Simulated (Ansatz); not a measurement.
# Decaying states in the gap of LuClF2, part 3 of 3

A new crystal, LuClF2: structure, gap and complex bands. It is built by putting Cl for part of the F in the LuF3 structure of space group P-3m1, with the volume rescaled by atomic radii. The parent structure comes from the Materials Project.

Ansatz 0.2.0; PBEsol DFT, plane waves, PAW files (the session's first sound run).

So far, gap on path (eV): step 3 (the bulk crystal and its band edges) 5.36.

The structure was built from a prototype and need not be the compound's stable phase.

**6. Complex bands, plane (110), k-mesh 6×12×12**

Level of this step: PBEsol DFT, plane waves, PAW files; complex bands by layer matching along the plane's normal (Ansatz).

The same for the (110) plane, at (0, 0) and (0, -0.5), to see how the decay depends on direction.

Contents of input.yaml:

```yaml
crystal:
  lattice:
    - [5.165117066, 0.0, 0.0]
    - [0.0, 6.728248634, 0.0]
    - [0.0, 3.364124317, 1.94227808]
  atoms:
    - { symbol: Lu, position: [0.5, 0.0, 0.0] }
    - { symbol: F, position: [0.5736230206, 0.3333333333, 0.0] }
    - { symbol: F, position: [0.4263769794, 0.6666666667, 0.0] }
    - { symbol: Cl, position: [0.0, 0.0, 0.0] }
kpoints:
  mp_grid: { grid: [6, 12, 12] }
scf:
  occupations: { method: fixed }
hamiltonian:
  xc: pbesol
output:
  eigenvalues: true
  transmission:
    leads: [[0, 0]]
    kpoints: [[0.0, 0.0], [0.0, -0.5]]
    e_range: [-1.0, 6.36]
    de: 0.18
```

Launch:

```bash
$ ansatz run input.yaml --threads 2 --pin off --max-ram 4096MiB --backend cpu --events-out ev --progress --plain --runs-dir out
```

Numbers of over 12 decimals in the logs are rounded to 6 here.

Output:

```text
[...]
Crystal: 4 atoms, lattice volume = 67.498 Å³
Basis set: ecut = 420 eV, 1325 PW (Γ)
Bands: 28, of which v1, the nominal top of the filled ones, is band 23 counted from 1 (22 counted from 0)
Symmetry: 12 space group operations
[...]
k-points: 100 of 864
[...]
SCF iter   1: F=—  HF=-17281.050304 eV  |F-HF|=—  |Δ(HF+E_count)|=         —  Δρ=1.20e-2  dr2=6.49e-2  ethr=1.77e-3  ⟨swp⟩=5.0  Hψ=11902  notcnv=0  defer=297
[...]
SCF iter   8: F=-17281.030245 eV  HF=-17281.030245 eV  |F-HF|=2.59e-9  |Δ(HF+E_count)|=   3.10e-7  Δρ=1.16e-5  dr2=5.51e-8  ethr=2.17e-10  ⟨swp⟩=11.1  Hψ=16225  notcnv=0
SCF 1 converged in 8 iterations: F = -17281.030245 eV  dr2 = 5.51e-8
[...]
transmission: 4 of 8 steps passed
transmission: 8 of 8 steps passed
SCF converged after 8 iterations
Free energy (F): -17281.030245 eV
[...]
Internal energy: -17281.030245 eV  (E = F + TS)
E sigma→0 (E₀):  -17281.030245 eV
Fermi energy:    6.051104 eV
[...]
--- Band table (eV; the first three rows and the last of 100) ---
  k-point 0: bands = [... 19 lower, 3.8990, 5.0901, 6.0511, 6.0511, 11.6248, 11.7718, 11.7718, 12.8070, ... 1 higher]
  k-point 1: bands = [... 19 lower, 3.8287, 5.0433, 5.7401, 5.9916, 11.7393, 11.7477, 11.9456, 13.1398, ... 1 higher]
  k-point 2: bands = [... 19 lower, 3.8192, 4.9626, 5.2447, 5.8125, 11.6284, 11.6680, 12.2586, 14.1395, ... 1 higher]
  k-point 99: bands = [... 19 lower, 3.6480, 3.9823, 5.2039, 5.6051, 12.8759, 12.8961, 13.9679, 14.6982, ... 1 higher]
--- Transmission ---
  basis      : 307 plane waves across, 4 finite elements along
  points     : 2, as listed
[...]
crystal 0  : Lu1F2Cl1, at the sites [0, 0], period 1.9423 Å: whole cells are its period
[...]
channels       : 0.000000e0 a spin
[...]
slowest decay  : 0.4189 /Å at (0.0000, 0.0000)
```

It took 70 s on 2 threads of Arm Neoverse V2, shared host; peak memory 0.8 GiB.

This step gave:

| Quantity | Value |
| --- | --- |
| free energy | -17281.0302 eV |
| decay constant at the filling level, zone centre | 0.4189 Å⁻¹ |
| decay constant at the filling level, slowest listed point | 0.4189 Å⁻¹ |

K parallel (0, 0); values up to 1.5 1/Å, a degenerate pair printed once or twice; energies at which all values exceed this have no row. Im kz of the slowest decaying states against energy, zero at the highest filled level on the SCF mesh:

```
energy (eV)  decay 1 (Å⁻¹)  decay 2 (Å⁻¹)  decay 3 (Å⁻¹)  decay 4 (Å⁻¹)
      -1.00          0.401          0.478          0.592          0.757
      -0.46          0.391          0.530          0.591          0.608
       0.08          0.122          0.289          0.312          0.462
       0.62          0.300          0.408          0.502          0.593
       0.98          0.351          0.451          0.519          0.606
       1.52          0.394          0.492          0.536          0.619
       2.06          0.414          0.515          0.544          0.627
       2.60          0.419          0.526          0.544          0.629
       3.14          0.411          0.527          0.538          0.626
       3.68          0.391          0.518          0.524          0.617
       4.22          0.357          0.496          0.503          0.601
       4.58          0.323          0.467          0.483          0.586
       5.12          0.241          0.348          0.431          0.466
       5.66          0.319          0.353          0.417          0.458
       6.20          0.377          0.393          0.427          0.468
```

K parallel (0, -0.5); values up to 1.5 1/Å, a degenerate pair printed once or twice; energies at which all values exceed this have no row. The Im kz of the slowest decaying states by energy, zero at the highest filled level on the SCF mesh:

```
energy (eV)  decay 1 (Å⁻¹)  decay 2 (Å⁻¹)  decay 3 (Å⁻¹)  decay 4 (Å⁻¹)
      -1.00          0.251          0.407          0.655          0.667
      -0.64          0.352          0.394          0.497          0.747
      -0.46          0.358          0.429          0.500          0.770
      -0.10          0.133          0.429          0.527          0.575
       0.08          0.272          0.469          0.595          0.610
       0.44          0.378          0.501          0.624          0.709
       0.80          0.435          0.520          0.644          0.761
       0.98          0.455          0.528          0.652          0.778
       1.34          0.486          0.538          0.664          0.796
       1.52          0.498          0.542          0.669          0.798
       1.88          0.515          0.547          0.675          0.794
       2.24          0.527          0.548          0.678          0.783
       2.42          0.531          0.548          0.678          0.775
       2.78          0.536          0.545          0.676          0.757
       2.96          0.537          0.542          0.674          0.746
       3.32          0.535          0.537          0.667          0.721
       3.68          0.524          0.532          0.657          0.689
       3.86          0.518          0.528          0.650          0.670
       4.22          0.502          0.518          0.623          0.633
       4.40          0.492          0.510          0.594          0.622
       4.76          0.467          0.491          0.518          0.593
       5.12          0.363          0.451          0.458          0.549
       5.30          0.198          0.431          0.433          0.512
       5.66          0.364          0.369          0.401          0.751
       5.84          0.354          0.377          0.405          0.494
       6.20          0.319          0.476          0.542          0.550
```

At the listed wavevectors the last open channel is at -0.10 eV and the next at +5.48 eV on the grid. At +2.60 eV, the grid energy nearest the filling level (the middle of the gap on the SCF mesh), the slowest state at the listed wavevectors decays with κ = 0.419 Å⁻¹, its amplitude falling by e over 2.4 Å; the first such run, plane (001), gave 0.282 Å⁻¹.

**7. Band edges at another level, cutoff 1360.57 eV**

This step: PBEsol DFT, plane waves, norm-conserving files (Ansatz 0.2.0).

The edges again with norm-conserving files, at the same atoms. Against that run the cutoff is 1361 eV against 420.

Contents of input.yaml:

```yaml
crystal:
  lattice:
    - [3.8845561601, 0.0, 0.0]
    - [-1.9422780801, 3.3641243171, 0.0]
    - [0.0, 0.0, 5.1651170663]
  atoms:
    - { symbol: Lu, position: [0.0, 0.0, 0.5] }
    - { symbol: F, position: [0.3333333333, 0.6666666667, 0.5736230206] }
    - { symbol: F, position: [0.6666666667, 0.3333333333, 0.4263769794] }
    - { symbol: Cl, position: [0.0, 0.0, 0.0] }
kpoints:
  mp_grid: { grid: [6, 6, 6] }
  band_path: { path: [VBM, CBM], npoints: 30 }
scf:
  occupations: { method: fixed }
hamiltonian:
  xc: pbesol
  pseudopotentials: { kind: nc }
output:
  eigenvalues: true
```

Output:

```text
[...]
Crystal: 4 atoms, lattice volume = 67.498 Å³
Basis set: ecut = 1360.569312 eV, 7705 PW (Γ)
Bands: 28, of which v1, the nominal top of the filled ones, is band 23 counted from 1 (22 counted from 0)
Symmetry: 12 space group operations
[...]
k-points: 34 of 216
[...]
SCF iter   1: F=—  HF=-8506.902111 eV  |F-HF|=—  |Δ(HF+E_count)|=         —  Δρ=2.36e-1  dr2=3.71e1  ethr=3.10e-3  ⟨swp⟩=5.0  Hψ=4385  notcnv=0  defer=89
[...]
SCF iter  10: F=-8497.016627 eV  HF=-8497.016627 eV  |F-HF|=3.66e-9  |Δ(HF+E_count)|=   2.78e-8  Δρ=2.54e-6  dr2=6.43e-9  ethr=2.17e-10  ⟨swp⟩=3.1  Hψ=2284  notcnv=0
SCF 1 converged in 10 iterations: F = -8497.016627 eV  dr2 = 6.43e-9
[...]
SCF converged after 10 iterations
Free energy (F): -8497.016627 eV
[...]
Internal energy: -8497.016627 eV  (E = F + TS)
E sigma→0 (E₀):  -8497.016627 eV
Fermi energy:    6.477946 eV
[...]
--- Band table (eV; the first three rows and the last of 34) ---
  k-point 0: bands = [... 19 lower, 4.3046, 5.5066, 6.4779, 6.4779, 12.0511, 12.2011, 12.2011, 13.2355, ... 1 higher]
  k-point 1: bands = [... 19 lower, 4.3120, 5.0514, 6.4007, 6.4007, 12.4649, 12.4649, 12.5999, 13.8041, ... 1 higher]
  k-point 2: bands = [... 19 lower, 4.3281, 4.3490, 6.2541, 6.2541, 13.0515, 13.0515, 13.3448, 15.1770, ... 1 higher]
  k-point 33: bands = [... 19 lower, 3.9466, 4.8111, 5.6135, 5.6135, 13.1819, 13.1819, 14.1293, 14.1293, ... 1 higher]
```

Elapsed: 24 s, on 2 threads; peak memory 0.57 GiB; 48 s of CPU time.

This step gave:

```yaml
free_energy: -8497.0166 eV
fermi_energy: 6.478 eV
gap_on_the_k_mesh: 5.358 eV
gap_on_path: 5.358 eV, by band count; negative where bands overlap
direct_gap_on_path: 5.573 eV
```

Electronic bands along the path, in eV, zero at the Fermi level (highest filled level under fixed occupations); v1 is the highest filled band, c1 the lowest empty one:

```
  point     v4     v3     v2     v1    c1    c2    c3    c4
    VBM  -2.17  -0.97   0.00   0.00  5.57  5.72  5.72  6.76
halfway  -2.29  -1.09  -0.71  -0.14  5.59  5.66  6.15  7.76
    CBM  -2.06  -1.13  -1.09  -0.27  5.36  5.60  6.35  7.09
```

The searched edges give 5.36 eV, as on the mesh.

**8. Complex bands at another level, cutoff 1360.57 eV**

This step: PBEsol DFT, plane waves, norm-conserving files; complex bands by layer matching along the plane's normal (Ansatz 0.2.0).

The complex bands at that level, over its own gap, at (0, 0) and (0, -0.5).

Contents of input.yaml:

```yaml
crystal:
  lattice:
    - [3.88455616, 0.0, 0.0]
    - [1.94227808, 3.364124317, 0.0]
    - [0.0, 0.0, 5.165117066]
  atoms:
    - { symbol: Lu, position: [0.0, 0.0, 0.5] }
    - { symbol: F, position: [0.6666666667, 0.6666666667, 0.5736230206] }
    - { symbol: F, position: [0.3333333333, 0.3333333333, 0.4263769794] }
    - { symbol: Cl, position: [0.0, 0.0, 0.0] }
kpoints:
  mp_grid: { grid: [8, 8, 6] }
scf:
  occupations: { method: fixed }
hamiltonian:
  xc: pbesol
  pseudopotentials: { kind: nc }
output:
  eigenvalues: true
  transmission:
    leads: [[0, 0]]
    kpoints: [[0.0, 0.0], [0.0, -0.5]]
    e_range: [-1.0, 6.36]
    de: 0.15
```

Output:

```text
[...]
Crystal: 4 atoms, lattice volume = 67.498 Å³
Basis set: ecut = 1360.569312 eV, 7705 PW (Γ)
Bands: 28, of which v1, the nominal top of the filled ones, is band 23 counted from 1 (22 counted from 0)
Symmetry: 12 space group operations
[...]
k-points: 50 of 384
[...]
SCF iter   1: F=—  HF=-8506.902452 eV  |F-HF|=—  |Δ(HF+E_count)|=         —  Δρ=2.36e-1  dr2=3.71e1  ethr=3.10e-3  ⟨swp⟩=5.0  Hψ=6457  notcnv=0  defer=131
[...]
SCF iter   9: F=-8497.016632 eV  HF=-8497.016632 eV  |F-HF|=3.23e-9  |Δ(HF+E_count)|=   7.82e-7  Δρ=1.23e-5  dr2=7.98e-8  ethr=2.17e-10  ⟨swp⟩=13.0  Hψ=7830  notcnv=0
SCF 1 converged in 9 iterations: F = -8497.016632 eV  dr2 = 7.98e-8
transmission: 13 of 26 steps passed
transmission: 26 of 26 steps passed
SCF converged after 9 iterations
Free energy (F): -8497.016632 eV
[...]
Internal energy: -8497.016632 eV  (E = F + TS)
E sigma→0 (E₀):  -8497.016632 eV
Fermi energy:    6.478046 eV
[...]
--- Band table (eV; the first three rows and the last of 50) ---
  k-point 0: bands = [... 19 lower, 4.3045, 5.5066, 6.4780, 6.4780, 12.0511, 12.2010, 12.2010, 13.2354, ... 1 higher]
  k-point 1: bands = [... 19 lower, 4.3119, 5.0514, 6.4008, 6.4008, 12.4648, 12.4648, 12.5999, 13.8040, ... 1 higher]
  k-point 2: bands = [... 19 lower, 4.3280, 4.3490, 6.2542, 6.2542, 13.0513, 13.0513, 13.3447, 15.1769, ... 1 higher]
  k-point 49: bands = [... 19 lower, 3.9866, 4.7568, 5.5414, 5.7220, 13.1841, 13.2054, 14.0219, 14.3363, ... 1 higher]
--- Transmission ---
  basis      : 367 plane waves across, 13 finite elements along
  points     : 2, as listed
[...]
crystal 0  : Cl1F2Lu1, at the sites [0, 0], period 5.1651 Å: whole cells are its period
[...]
channels       : 0.000000e0 a spin
[...]
slowest decay  : 0.2821 /Å at (0.0000, 0.0000)
```

Elapsed: 2.3 min, on 2 threads; peak memory 1.7 GiB.

Numbers from this step:

```
decay constant at the filling level, zone centre          : 0.2821 Å⁻¹
decay constant at the filling level, slowest listed point : 0.2821 Å⁻¹
```

K parallel (0, 0); values up to 1.5 1/Å, a degenerate pair printed once or twice; energies at which all values exceed this have no row. Im kz of the slowest decaying states against energy, zero at the highest filled level on the SCF mesh:

```
energy (eV)  decay 1 (Å⁻¹)  decay 2 (Å⁻¹)  decay 3 (Å⁻¹)  decay 4 (Å⁻¹)
     -1.000          0.494          0.947           1.25              -
     -0.550          0.164          0.336          0.942           1.27
      0.050          0.149          0.231          0.928           1.29
      0.500          0.259          0.386          0.913           1.30
      0.950          0.276          0.461          0.894           1.30
      1.550          0.287          0.503          0.864           1.30
      2.000          0.289          0.512          0.836           1.30
      2.450          0.286          0.510          0.805           1.29
      3.050          0.276          0.491          0.757           1.28
      3.500          0.262          0.467          0.714           1.27
      3.950          0.243          0.433          0.666           1.26
      4.550          0.206          0.371          0.590           1.24
      5.000          0.163          0.302          0.521           1.23
      5.450         0.0809          0.194          0.438           1.21
      6.050          0.295           1.19           1.26              -
```

K parallel (0, -0.5); values up to 1.5 1/Å, a degenerate pair printed once or twice; energies at which all values exceed this have no row. Table of Im kz of the slowest decaying states by energy, zero at the highest filled level on the SCF mesh:

```
energy (eV)  decay 1 (Å⁻¹)  decay 2 (Å⁻¹)  decay 3 (Å⁻¹)  decay 4 (Å⁻¹)
     -1.000         0.0927          0.209          0.500           1.03
     -0.550          0.191          0.195          0.636           1.05
      0.050          0.255          0.361          0.907           1.05
      0.500          0.280          0.467          0.922           1.04
      0.950          0.297          0.511          0.928           1.02
      1.550          0.308          0.532          0.933          0.979
      2.000          0.310          0.531          0.872          0.965
      2.450          0.308          0.521          0.755          0.996
      3.050          0.300          0.494          0.649           1.00
      3.500          0.288          0.465          0.577          0.995
      3.950          0.272          0.426          0.503          0.922
      4.550          0.241          0.356          0.389          0.851
      5.000          0.198          0.278          0.283          0.793
      5.450          0.144          0.199          0.726           1.05
      6.050          0.114          0.611           1.04              -
```

At the listed wavevectors the last open channel is at -0.10 eV and the next at +5.45 eV on the grid. At +2.75 eV, the grid energy nearest the filling level (the middle of the gap on the SCF mesh), the slowest state at the listed wavevectors decays with κ = 0.282 Å⁻¹, its amplitude falling by e over 3.5 Å; the first such run, plane (001), gave 0.282 Å⁻¹ over as many of its listed wavevectors.

**9. Results**

```yaml
band_gap: 5.36 eV
least_decay_constant_at_mid_gap_normal_to_001: 0.282 Å⁻¹
least_decay_constant_at_mid_gap_normal_to_110: 0.419 Å⁻¹
least_decay_constant_on_a_mesh_normal_to_001: 0.283 Å⁻¹
least_decay_constant_norm_conserving_files: 0.282 Å⁻¹
```

What this shows: With PBEsol, the slowest decay at the wavevectors tried is κ = 0.282 Å⁻¹, normal to (001). Through such a film the transmission near mid-gap falls as exp(−2κd), a factor of ten every 4.1 Å. The decay depends on direction: 1.5 times faster normal to (110). A free electron under a barrier of half the gap would need a mass of 0.11 mₑ to decay at this rate. With norm-conserving files the gap goes from 5.36 to 5.36 eV and the decay constant, over the first 2 listed wavevectors, from 0.282 to 0.282 Å⁻¹. The compound is made up by substitution; its stability against other phases and against distortions of the cell's symmetry was not tested. A semilocal functional narrows gaps, so real decay constants are likely larger.

[Logs are printed without paths, hosts, clocks, repeated set-up lines and the standing remarks that a program may print on its own settings, such as how far it seeks lower states.]

[Hosts, paths, dates, database ids (printed as entryN), source tags and the programs' standing remarks are cut or masked in the printed files.]
